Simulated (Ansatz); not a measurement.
**GaP (F-43m): thermal expansion from first principles**

Aim: the lattice, expansion, heat capacity and bulk modulus of GaP as it warms.

What experiment has found for this phase:
- volume expansion coefficient 15.9 1e-6/K, heat capacity C_P per formula unit 44.2 J/mol/K and bulk modulus 88.7 GPa near room temperature (given in “High-Throughput Prediction of Finite-Temperature Properties using the Quasi-Harmonic Approximation”, 2016, arXiv:1603.06924)

Method: DFT LDA, scalar-relativistic, plane waves, PAW, in Ansatz 0.2.0.

This is a report of a sequence of runs, with most program output left out.

## Step 1: Set-up

Symmetry: F-43m, No. 216, cubic system. Conventional cell: a = 5.451 Å, b = 5.451 Å, c = 5.451 Å, α = 90.00°, β = 90.00°, γ = 90.00°. Nearest to Ga lie 4 P at 2.36 Å. P has 4 Ga at 2.36 Å nearest. Farther neighbours are not listed.

## Step 2: A first coarse run

A cheap single point shows whether the cell is a metal or an insulator and how far it is from rest; that sets the k-mesh and the occupations of what follows.

Contents of input.yaml:

```yaml
crystal:
  lattice:
    - [0.0, 2.72525, 2.72525]
    - [2.72525, 0.0, 2.72525]
    - [2.72525, 2.72525, 0.0]
  atoms:
    - { symbol: Ga, position: [0.0, 0.0, 0.0] }
    - { symbol: P, position: [0.25, 0.25, 0.25] }
kpoints:
  mp_grid: { grid: [6, 6, 6] }
hamiltonian:
  xc: lda
scf:
  occupations: { method: gaussian, width: 0.1 }
output:
  forces: true
  stress: true
  eigenvalues: true
```

Command:

```console
ansatz run input.yaml --threads 4 --pin off --max-ram 16384MiB --backend cpu --events-out ev --progress --plain --runs-dir out
```

Wall time 1.5 s (4 threads of Intel Xeon Platinum 8375C at 2.90GHz (Ice Lake), shared host); peak memory 0.34 GiB; 2.1 s of CPU time.

This step gave:

```yaml
pressure: -2.730 GPa
gap_on_the_k_mesh: 1.491 eV
volume_per_atom: 20.24 Å³
```

The start is under -2.7 GPa at this level and looks like an insulator or semiconductor on this mesh.

## Step 3: Relaxation

The vibrations must be taken about the equilibrium of this functional, not about the starting cell, so the structure is relaxed.

input.yaml, the sections that differ from step 2:

```yaml
kpoints:
  mp_grid: { grid: [8, 8, 8] }
scf:
  occupations: { method: gaussian, width: 0.02 }
relax:
  adjacent_minimum: "off"
  f_tol: 0.005
  max_steps: 80
  cell: { stress_tol: 0.05 }
# crystal, hamiltonian, output: as in step 2
```

Run time: 2.9 s. Hardware: 4 threads; peak memory 0.4 GiB.

Relaxation path:

| step | energy less that of the first step (eV) | largest force component (eV/Å) | pressure (GPa) | volume (Å³) |
| --- | --- | --- | --- | --- |
| 1 | 0.0000 | 0.0000 | -2.75 | 40.48 |
| 2 | -0.0107 | 0.0000 | -0.86 | 39.56 |
| 3 | -0.0119 | 0.0000 | 0.05 | 39.15 |
| 4 | -0.0119 | 0.0000 | 0.00 | 39.18 |
| 5* | -0.0115 | 0.0000 | 0.00 | 39.18 |

Relaxation steps marked * repeat the geometry before them on a plane-wave basis chosen anew for their cell, so energy and pressure can jump there.

Forces are held to the 24 operations that the run works with; a distortion that breaks them can't arise in this run.

| conventional cell, symmetrised | before | after | change |
| --- | --- | --- | --- |
| a (Å) | 5.451 | 5.391 | -1.1 % |
| b (Å) | 5.451 | 5.391 | -1.1 % |
| c (Å) | 5.451 | 5.391 | -1.1 % |
| volume (Å³/atom) | 20.24 | 19.59 | -3.2 % |

The relaxed structure:

```xyz
2
Lattice="0.0000 2.6957 2.6957 2.6957 0.0000 2.6957 2.6957 2.6957 0.0000" Properties=species:S:1:pos:R:3 pbc="T T T"
Ga    0.0000    0.0000    0.0000
P     1.3478    1.3478    1.3478
```

Numbers from this step:

```
pressure          : -0.004617 GPa
gap on the k-mesh : 1.431 eV
volume per atom   : 19.59 Å³
```

The relaxation ends with a pressure of 0.00 GPa.

## Step 4: Tight relaxation

The relaxation is repeated with tighter thresholds on force and stress, since phonons are sensitive to what is left; a change of mesh or smearing in the input moves the cell too.

input.yaml, the sections that differ from step 3:

```yaml
crystal:
  lattice:
    - [0.0, 2.6956500585, 2.6956500585]
    - [2.6956500585, 0.0, 2.6956500585]
    - [2.6956500585, 2.6956500585, 0.0]
  atoms:
    - { symbol: Ga, position: [0.0, 0.0, 0.0] }
    - { symbol: P, position: [0.25, 0.25, 0.25] }
scf:
  occupations: { method: fixed }
relax:
  adjacent_minimum: "off"
  f_tol: 0.001
  max_steps: 60
  cell: { stress_tol: 0.01 }
# kpoints, hamiltonian, output: as in step 3
```

Elapsed: 0.9 s, on 4 threads; peak memory 0.39 GiB; 2.8 s of CPU time.

Little changed from the start: no atom moved by 0.005 Å and no cell edge by 0.1 %.

The residual pressure is -0.0046 GPa, small enough for phonons.

## Step 5: Phonons on strained cells, cutoff 487.2 eV, k-mesh 8×8×8

Thermal expansion follows from how the free energy of the vibrations (and of the electrons in a metal) changes with strain, so the program makes strained cells, their phonons and a fit in one run.

input.yaml, the sections that differ from step 4:

```yaml
output:
  eigenvalues: true
phonons:
  method: dfpt
  qmesh: [2, 2, 2]
  temperatures: { t_max: 800.0, t_step: 50 }
  thermal_expansion: {}
# crystal, kpoints, hamiltonian, scf: as in step 4
# relax: removed
```

The job ended after 63 s (4 threads; peak memory 0.76 GiB).

Numbers from this step:

- pressure: -0.01195 GPa
- volume expansion coefficient at 298 K: 11.31 1e-6/K
- C_P at 298 K: 21.73 J/mol-atom/K
- entropy at 298 K: 26.36 J/mol-atom/K
- isothermal bulk modulus at 298 K: 86.69 GPa
- Grüneisen parameter at 298 K: 0.5362
- volume at 298 K: 19.70 Å³/atom
- principal linear expansion coefficients at 298 K: 3.77, 3.77, 3.77 1e-6/K

Strained cells of the study; zero-point energy where phonons were solved; the pressures are stresses at a fixed cutoff and can carry an offset from the finite basis. Expansion cells, by row:

| cell | \|a\| (Å) | \|b\| (Å) | \|c\| (Å) | V (Å³/atom) | E - E_lowest (meV/atom) | pressure, compression positive (GPa) | gap (eV) | zero-point energy (meV/atom) |
| --- | --- | --- | --- | --- | --- | --- | --- | --- |
| 1 | 3.812 | 3.812 | 3.812 | 19.59 | 0 | -0.025 | 1.431 | - |
| 2 | 3.843 | 3.843 | 3.843 | 20.06 | 3.122 | -2.067 | 1.478 | - |
| 3 | 3.782 | 3.782 | 3.782 | 19.13 | 3.177 | 2.247 | 1.38 | - |
| 4 | 3.812 | 3.812 | 3.812 | 19.59 | 0 | -0.035 | 1.431 | 46.5 |
| 5 | 3.831 | 3.831 | 3.831 | 19.89 | 1.257 | -1.338 | 1.462 | 45.78 |
| 6 | 3.821 | 3.821 | 3.821 | 19.73 | 0.286 | -0.654 | 1.446 | 46.17 |
| 7 | 3.839 | 3.839 | 3.839 | 20 | 2.43 | -1.835 | 1.473 | 45.49 |
| 8 | 3.775 | 3.775 | 3.775 | 19.01 | 4.978 | 2.846 | 1.367 | - |
| 9 | 3.793 | 3.793 | 3.793 | 19.3 | 1.208 | 1.359 | 1.4 | - |
| 10 | 3.853 | 3.853 | 3.853 | 20.22 | 5.382 | -2.672 | 1.489 | - |

Quasi-harmonic; a, b, c are the run's own cell vectors. Expansion, by row:

| T (K) | a (Å) | b (Å) | c (Å) | alpha (deg) | beta (deg) | gamma (deg) | cell volume (Å³/cell) | alpha_a (1e-6/K) | alpha_b (1e-6/K) | alpha_c (1e-6/K) | alpha_V (1e-6/K) | C_P (J/mol-atom/K) | C_V (J/mol-atom/K) | S (J/mol-atom/K) | B_T (GPa) | B_S (GPa) | Grueneisen | extrapolation | fit error (1e-6/K) |
| --- | --- | --- | --- | --- | --- | --- | --- | --- | --- | --- | --- | --- | --- | --- | --- | --- | --- | --- | --- |
| 0 | 3.818 | 3.818 | 3.818 | 60 | 60 | 60 | 39.34 | 0 | 0 | 0 | 0 | 0 | 0 | 0 | 88.83 | 88.83 | - | 0 | 0 |
| 50 | 3.818 | 3.818 | 3.818 | 60 | 60 | 60 | 39.34 | -0.86 | -0.86 | -0.86 | -2.59 | 5.008 | 5.008 | 2.536 | 88.77 | 88.78 | -0.545 | 0 | 0 |
| 100 | 3.817 | 3.817 | 3.817 | 60 | 60 | 60 | 39.34 | -0.04 | -0.04 | -0.04 | -0.12 | 10.97 | 10.97 | 7.894 | 88.54 | 88.54 | -0.012 | 0 | 0 |
| 150 | 3.818 | 3.818 | 3.818 | 60 | 60 | 60 | 39.34 | 1.45 | 1.45 | 1.45 | 4.36 | 15.65 | 15.65 | 13.28 | 88.15 | 88.17 | 0.291 | 0 | 0 |
| 200 | 3.818 | 3.818 | 3.818 | 60 | 60 | 60 | 39.35 | 2.57 | 2.57 | 2.57 | 7.7 | 18.69 | 18.68 | 18.24 | 87.69 | 87.75 | 0.428 | 0 | 0.01 |
| 250 | 3.819 | 3.819 | 3.819 | 60 | 60 | 60 | 39.37 | 3.3 | 3.3 | 3.3 | 9.89 | 20.57 | 20.54 | 22.63 | 87.19 | 87.3 | 0.498 | 0 | 0.01 |
| 298.1 | 3.819 | 3.819 | 3.819 | 60 | 60 | 60 | 39.39 | 3.77 | 3.77 | 3.77 | 11.31 | 21.73 | 21.69 | 26.36 | 86.69 | 86.85 | 0.536 | 0 | 0.01 |
| 300 | 3.819 | 3.819 | 3.819 | 60 | 60 | 60 | 39.39 | 3.78 | 3.78 | 3.78 | 11.35 | 21.76 | 21.72 | 26.49 | 86.68 | 86.83 | 0.537 | 0 | 0.01 |
| 350 | 3.82 | 3.82 | 3.82 | 60 | 60 | 60 | 39.42 | 4.13 | 4.13 | 4.13 | 12.38 | 22.55 | 22.5 | 29.91 | 86.15 | 86.36 | 0.562 | 0 | 0.01 |
| 400 | 3.821 | 3.821 | 3.821 | 60 | 60 | 60 | 39.44 | 4.38 | 4.38 | 4.38 | 13.13 | 23.1 | 23.03 | 32.96 | 85.62 | 85.88 | 0.58 | 0 | 0.01 |
| 450 | 3.822 | 3.822 | 3.822 | 60 | 60 | 60 | 39.47 | 4.57 | 4.57 | 4.57 | 13.71 | 23.5 | 23.41 | 35.7 | 85.08 | 85.39 | 0.592 | 0 | 0.01 |
| 500 | 3.823 | 3.823 | 3.823 | 60 | 60 | 60 | 39.5 | 4.73 | 4.73 | 4.73 | 14.18 | 23.79 | 23.69 | 38.19 | 84.54 | 84.9 | 0.602 | 0 | 0.02 |
| 550 | 3.823 | 3.823 | 3.823 | 60 | 60 | 60 | 39.52 | 4.86 | 4.86 | 4.86 | 14.57 | 24.02 | 23.9 | 40.47 | 84.01 | 84.42 | 0.609 | 0 | 0.01 |
| 600 | 3.824 | 3.824 | 3.824 | 60 | 60 | 60 | 39.55 | 4.97 | 4.97 | 4.97 | 14.91 | 24.2 | 24.06 | 42.57 | 83.47 | 83.93 | 0.616 | 0 | 0.01 |
| 650 | 3.825 | 3.825 | 3.825 | 60 | 60 | 60 | 39.58 | 5.07 | 5.07 | 5.07 | 15.21 | 24.34 | 24.19 | 44.51 | 82.93 | 83.44 | 0.621 | 0 | 0.01 |
| 700 | 3.826 | 3.826 | 3.826 | 60 | 60 | 60 | 39.61 | 5.16 | 5.16 | 5.16 | 15.48 | 24.46 | 24.29 | 46.32 | 82.39 | 82.95 | 0.626 | 0 | 0.01 |
| 750 | 3.827 | 3.827 | 3.827 | 60 | 60 | 60 | 39.64 | 5.25 | 5.25 | 5.25 | 15.74 | 24.56 | 24.38 | 48.01 | 81.86 | 82.47 | 0.631 | 0 | 0.01 |
| 800 | 3.828 | 3.828 | 3.828 | 60 | 60 | 60 | 39.68 | 5.32 | 5.32 | 5.32 | 15.97 | 24.64 | 24.44 | 49.6 | 81.32 | 81.98 | 0.635 | 0 | 0.01 |

The expansion coefficient by temperature; values in 1e-6/K:

| temperature (K) | volume | principal 1 |
| --- | --- | --- |
| 0 | 0 | 0 |
| 50 | -2.59 | -0.86 |
| 100 | -0.12 | -0.04 |
| 150 | 4.36 | 1.45 |
| 200 | 7.7 | 2.57 |
| 250 | 9.89 | 3.3 |
| 298 | 11.3 | 3.77 |
| 300 | 11.3 | 3.78 |
| 350 | 12.4 | 4.13 |
| 400 | 13.1 | 4.38 |
| 450 | 13.7 | 4.57 |
| 500 | 14.2 | 4.73 |
| 550 | 14.6 | 4.86 |
| 600 | 14.9 | 4.97 |
| 650 | 15.2 | 5.07 |
| 700 | 15.5 | 5.16 |
| 750 | 15.7 | 5.25 |
| 800 | 16.0 | 5.32 |

At 298 K the volume expansion is 11.3 × 10⁻⁶/K and B_T is 86.7 GPa. The log warns that this q-mesh is too narrow, so the figure can be far off. The program raised the cutoff to 487.2 eV by itself: with no cutoff typed, the study takes about 1.16 times the default for its relaxations and scales it with the volume for the phonons.

## Step 6: The quasi-harmonic study, k-mesh 4×4×4, q-mesh 4×4×4

Changes to input.yaml since step 5:

```diff
@@ -9,3 +9,3 @@
 kpoints:
-  mp_grid: { grid: [8, 8, 8] }
+  mp_grid: { grid: [4, 4, 4] }
 hamiltonian:
@@ -18,3 +18,3 @@
   method: dfpt
-  qmesh: [2, 2, 2]
+  qmesh: [4, 4, 4]
   temperatures: { t_max: 800.0, t_step: 50 }
```

Wall time 68 s (4 threads); peak memory 0.59 GiB; 3.7 min of CPU time.

A gap read on the k-mesh alone can miss the band edges.

Numbers from this step:

```yaml
pressure: 0.4469 GPa
gap_on_the_k_mesh: 1.392 eV
volume_expansion_coefficient_at_298_k: 15.37 1e-6/K
c_p_at_298_k: 21.82 J/mol-atom/K
entropy_at_298_k: 25.88 J/mol-atom/K
isothermal_bulk_modulus_at_298_k: 87.06 GPa
grueneisen_parameter_at_298_k: 0.7348
volume_at_298_k: 19.82 Å³/atom
principal_linear_expansion_coefficients_at_298_k: 5.125, 5.125, 5.125 1e-6/K
```

Strained cells of the study; zero-point energy where phonons were solved; the pressures are stresses at a fixed cutoff and can carry an offset from the finite basis. Expansion cells, by row:

| cell | \|a\| (Å) | \|b\| (Å) | \|c\| (Å) | V (Å³/atom) | E - E_lowest (meV/atom) | pressure, compression positive (GPa) | gap (eV) | zero-point energy (meV/atom) |
| --- | --- | --- | --- | --- | --- | --- | --- | --- |
| 1 | 3.812 | 3.812 | 3.812 | 19.59 | 0.133 | 0.433 | 1.392 | - |
| 2 | 3.843 | 3.843 | 3.843 | 20.06 | 1.98 | -1.661 | 1.44 | - |
| 3 | 3.782 | 3.782 | 3.782 | 19.13 | 4.718 | 2.76 | 1.341 | - |
| 4 | 3.819 | 3.819 | 3.819 | 19.69 | 0 | -0.032 | 1.402 | 46.43 |
| 5 | 3.838 | 3.838 | 3.838 | 19.98 | 1.26 | -1.338 | 1.433 | 45.68 |
| 6 | 3.828 | 3.828 | 3.828 | 19.83 | 0.301 | -0.672 | 1.417 | 46.07 |
| 7 | 3.846 | 3.846 | 3.846 | 20.12 | 2.604 | -1.894 | 1.446 | 45.34 |
| 8 | 3.781 | 3.781 | 3.781 | 19.11 | 5.029 | 2.856 | 1.339 | - |
| 9 | 3.8 | 3.8 | 3.8 | 19.4 | 1.219 | 1.365 | 1.371 | - |
| 10 | 3.86 | 3.86 | 3.86 | 20.34 | 5.766 | -2.758 | 1.459 | - |

Quasi-harmonic; a, b, c are the run's own cell vectors. Expansion, by row:

| T (K) | a (Å) | b (Å) | c (Å) | alpha (deg) | beta (deg) | gamma (deg) | cell volume (Å³/cell) | alpha_a (1e-6/K) | alpha_b (1e-6/K) | alpha_c (1e-6/K) | alpha_V (1e-6/K) | C_P (J/mol-atom/K) | C_V (J/mol-atom/K) | S (J/mol-atom/K) | B_T (GPa) | B_S (GPa) | Grueneisen | extrapolation | fit error (1e-6/K) |
| --- | --- | --- | --- | --- | --- | --- | --- | --- | --- | --- | --- | --- | --- | --- | --- | --- | --- | --- | --- |
| 0 | 3.824 | 3.824 | 3.824 | 60 | 60 | 60 | 39.55 | 0 | 0 | 0 | 0 | 0 | 0 | 0 | 89.08 | 89.08 | - | 0 | 0 |
| 50 | 3.824 | 3.824 | 3.824 | 60 | 60 | 60 | 39.55 | -0.07 | -0.07 | -0.07 | -0.22 | 4.67 | 4.67 | 2.094 | 89.04 | 89.04 | -0.049 | 0 | 0 |
| 100 | 3.824 | 3.824 | 3.824 | 60 | 60 | 60 | 39.55 | 1.17 | 1.17 | 1.17 | 3.52 | 10.96 | 10.96 | 7.336 | 88.83 | 88.84 | 0.34 | 0 | 0 |
| 150 | 3.825 | 3.825 | 3.825 | 60 | 60 | 60 | 39.56 | 2.78 | 2.78 | 2.78 | 8.33 | 15.74 | 15.73 | 12.74 | 88.46 | 88.53 | 0.558 | 0 | 0 |
| 200 | 3.825 | 3.825 | 3.825 | 60 | 60 | 60 | 39.58 | 3.91 | 3.91 | 3.91 | 11.74 | 18.79 | 18.76 | 17.73 | 88.02 | 88.16 | 0.657 | 0 | 0.01 |
| 250 | 3.826 | 3.826 | 3.826 | 60 | 60 | 60 | 39.61 | 4.65 | 4.65 | 4.65 | 13.95 | 20.66 | 20.61 | 22.14 | 87.54 | 87.76 | 0.707 | 0 | 0.01 |
| 298.1 | 3.827 | 3.827 | 3.827 | 60 | 60 | 60 | 39.64 | 5.12 | 5.12 | 5.12 | 15.37 | 21.82 | 21.74 | 25.88 | 87.06 | 87.36 | 0.735 | 0 | 0.01 |
| 300 | 3.827 | 3.827 | 3.827 | 60 | 60 | 60 | 39.64 | 5.14 | 5.14 | 5.14 | 15.42 | 21.85 | 21.78 | 26.02 | 87.04 | 87.34 | 0.736 | 0 | 0.01 |
| 350 | 3.828 | 3.828 | 3.828 | 60 | 60 | 60 | 39.67 | 5.48 | 5.48 | 5.48 | 16.45 | 22.64 | 22.54 | 29.45 | 86.53 | 86.91 | 0.754 | 0 | 0.01 |
| 400 | 3.829 | 3.829 | 3.829 | 60 | 60 | 60 | 39.7 | 5.73 | 5.73 | 5.73 | 17.2 | 23.19 | 23.07 | 32.51 | 86.02 | 86.47 | 0.767 | 0 | 0.01 |
| 450 | 3.83 | 3.83 | 3.83 | 60 | 60 | 60 | 39.74 | 5.93 | 5.93 | 5.93 | 17.79 | 23.59 | 23.44 | 35.26 | 85.5 | 86.03 | 0.776 | 0 | 0.01 |
| 500 | 3.831 | 3.831 | 3.831 | 60 | 60 | 60 | 39.77 | 6.09 | 6.09 | 6.09 | 18.26 | 23.89 | 23.72 | 37.77 | 84.98 | 85.58 | 0.784 | 0 | 0.01 |
| 550 | 3.833 | 3.833 | 3.833 | 60 | 60 | 60 | 39.81 | 6.22 | 6.22 | 6.22 | 18.66 | 24.12 | 23.92 | 40.05 | 84.45 | 85.14 | 0.79 | 0 | 0.01 |
| 600 | 3.834 | 3.834 | 3.834 | 60 | 60 | 60 | 39.85 | 6.34 | 6.34 | 6.34 | 19.01 | 24.3 | 24.08 | 42.16 | 83.92 | 84.69 | 0.795 | 0 | 0.01 |
| 650 | 3.835 | 3.835 | 3.835 | 60 | 60 | 60 | 39.89 | 6.44 | 6.44 | 6.44 | 19.32 | 24.45 | 24.21 | 44.11 | 83.4 | 84.23 | 0.8 | 0 | 0.01 |
| 700 | 3.836 | 3.836 | 3.836 | 60 | 60 | 60 | 39.92 | 6.54 | 6.54 | 6.54 | 19.61 | 24.58 | 24.31 | 45.93 | 82.87 | 83.78 | 0.804 | 0 | 0.02 |
| 750 | 3.838 | 3.838 | 3.838 | 60 | 60 | 60 | 39.96 | 6.62 | 6.62 | 6.62 | 19.87 | 24.68 | 24.39 | 47.63 | 82.34 | 83.33 | 0.807 | 0 | 0.03 |
| 800 | 3.839 | 3.839 | 3.839 | 60 | 60 | 60 | 40 | 6.71 | 6.71 | 6.71 | 20.12 | 24.78 | 24.46 | 49.22 | 81.81 | 82.88 | 0.811 | 0 | 0.04 |

The expansion coefficient by temperature; values in 1e-6/K:

| temperature (K) | volume | principal 1 |
| --- | --- | --- |
| 0 | 0 | 0 |
| 50 | -0.22 | -0.07 |
| 100 | 3.52 | 1.17 |
| 150 | 8.33 | 2.78 |
| 200 | 11.7 | 3.91 |
| 250 | 13.9 | 4.65 |
| 298 | 15.4 | 5.12 |
| 300 | 15.4 | 5.14 |
| 350 | 16.4 | 5.48 |
| 400 | 17.2 | 5.73 |
| 450 | 17.8 | 5.93 |
| 500 | 18.3 | 6.09 |
| 550 | 18.7 | 6.22 |
| 600 | 19.0 | 6.34 |
| 650 | 19.3 | 6.44 |
| 700 | 19.6 | 6.54 |
| 750 | 19.9 | 6.62 |
| 800 | 20.1 | 6.71 |

Changing the q-mesh (2×2×2 → 4×4×4) and the k-mesh (8×8×8 → 4×4×4) takes the volume expansion at 298 K from 11.3 to 15.4 × 10⁻⁶/K and B_T from 86.7 to 87.1 GPa.

## Step 7: Relaxing at another setting

The functional, the potentials or the cutoff change, so the crystal is relaxed again at the new setting.

input.yaml, the sections that differ from step 6:

```yaml
kpoints:
  mp_grid: { grid: [8, 8, 8] }
output:
  forces: true
  stress: true
  eigenvalues: true
  write_density: true
  write_potential: true
  elf: true
  volumetric_format: npy
basis:
  ecutwfc: 320.0
relax:
  adjacent_minimum: "off"
  f_tol: 0.001
  max_steps: 60
  cell: { stress_tol: 0.01 }
# crystal, hamiltonian, scf: as in step 6
# phonons: removed
```

Wall time 2.1 s (4 threads); peak memory 0.37 GiB.

Little changed from the start: no atom moved by 0.005 Å and no cell edge by 0.1 %.

Numbers from this step:

| Item | Value |
| --- | --- |
| pressure | -0.003148 GPa |
| gap on the k-mesh | 1.437 eV |
| volume per atom | 19.58 Å³ |

Electrostatic potential energy in the ac plane of a cell with a along [110], b along [-110] and c along [001] of the cube at fractional y = 0.000, with atoms of Ga and P within 0.2 Å of it. With pseudopotentials it is smooth inside the atoms' cores, unlike the true potential.

Ten even steps from '0' (-55 eV) to '9' (11 eV), each cell a mean:
```
657888887565689889865
668854588666787447876
888610168888873003788
998500058999972002799
999721379999984115899
999876789999998778999
999999999999999999999
999999999999999999999
999999999999999999999
999999999999999999999
999999999999999999999
789999999877899999987
567999997655689999865
657999996566689999866
```
Columns run along a (7.6 Å; values clipped at the 3rd and 97th percentile), rows up along c (5.4 Å), edges of the conventional cell, whose origin can differ from the input's. Atoms in or near the plane, at fractional coordinates: Ga at (0.50, 0.00), Ga at (0.00, 0.00), P at (0.75, 0.75), P at (0.25, 0.75).

Valence density in the ac plane of a cell with a along [110], b along [-110] and c along [001] of the cube at fractional y = 0.000, with atoms of Ga and P within 0.2 Å of it. It is the smooth field of the valence electrons, not physical close to the nuclei.

Ten steps, logarithmic in the rise over the least value, from '_' (0 e/Å³) to '@' (34 e/Å³), each cell a mean:
```
%%++::..........::++%%##--............--##
--::::::::::::::::::----::::::::::::::::--
......::::..::::..........::::....::::....
____..::..__..::..______....::____::....__
____....::..::....________..::....::..____
______....::....____________........______
__________..__________________....________
__________________________________________
__________________________________________
__________________________________________
__________________________________________
::..______________..::....____________....
**--..__________..--**++::__________..::++
@@**::..______..::**@@%%==..________..==%%
```
Columns run along a (7.6 Å), rows up along c (5.4 Å), edges of the conventional cell, whose origin can differ from the input's. Atoms in or near the plane, at fractional coordinates: Ga at (0.50, 0.00), Ga at (0.00, 0.00), P at (0.75, 0.75), P at (0.25, 0.75).

ELF in the ac plane of a cell with a along [110], b along [-110] and c along [001] of the cube at fractional y = 0.000, with atoms of Ga and P within 0.2 Å of it. It is the smooth field of the valence electrons, not physical close to the nuclei.

Values, 8 rows by 16 columns, each cell a mean:
```
0.11 0.29 0.67 0.78 0.75 0.76 0.41 0.14 0.11 0.29 0.67 0.78 0.75 0.76 0.41 0.14
0.30 0.61 0.83 0.37 0.21 0.75 0.74 0.37 0.30 0.61 0.83 0.37 0.21 0.75 0.74 0.37
0.15 0.46 0.67 0.41 0.34 0.62 0.58 0.22 0.15 0.46 0.67 0.41 0.34 0.62 0.58 0.22
0.03 0.14 0.43 0.64 0.68 0.53 0.23 0.05 0.03 0.14 0.43 0.64 0.68 0.53 0.23 0.05
0.03 0.03 0.08 0.16 0.19 0.11 0.04 0.03 0.03 0.03 0.08 0.16 0.19 0.11 0.04 0.03
0.16 0.11 0.05 0.02 0.02 0.03 0.08 0.15 0.16 0.11 0.05 0.02 0.02 0.03 0.08 0.15
0.25 0.25 0.15 0.05 0.04 0.11 0.22 0.26 0.25 0.25 0.15 0.05 0.04 0.11 0.22 0.26
0.12 0.20 0.30 0.33 0.32 0.33 0.25 0.09 0.12 0.20 0.30 0.33 0.32 0.33 0.25 0.09
```
Columns run along a (7.6 Å), rows up along c (5.4 Å), edges of the conventional cell, whose origin can differ from the input's. Atoms in or near the plane, at fractional coordinates: Ga at (0.50, 0.00), Ga at (0.00, 0.00), P at (0.75, 0.75), P at (0.25, 0.75).

The residual pressure is -0.0031 GPa, small enough for phonons.

[end of part 1 of 2]

[Logs are printed without paths, hosts, clocks, repeated set-up lines and the standing remarks that a program may print on its own settings, such as how far it seeks lower states.]

[Hosts, paths, dates, database ids (printed as entryN), source tags and the programs' standing remarks are cut or masked in the printed files.]

[A step with changed settings may run another functional than the one named; its input shows which.]
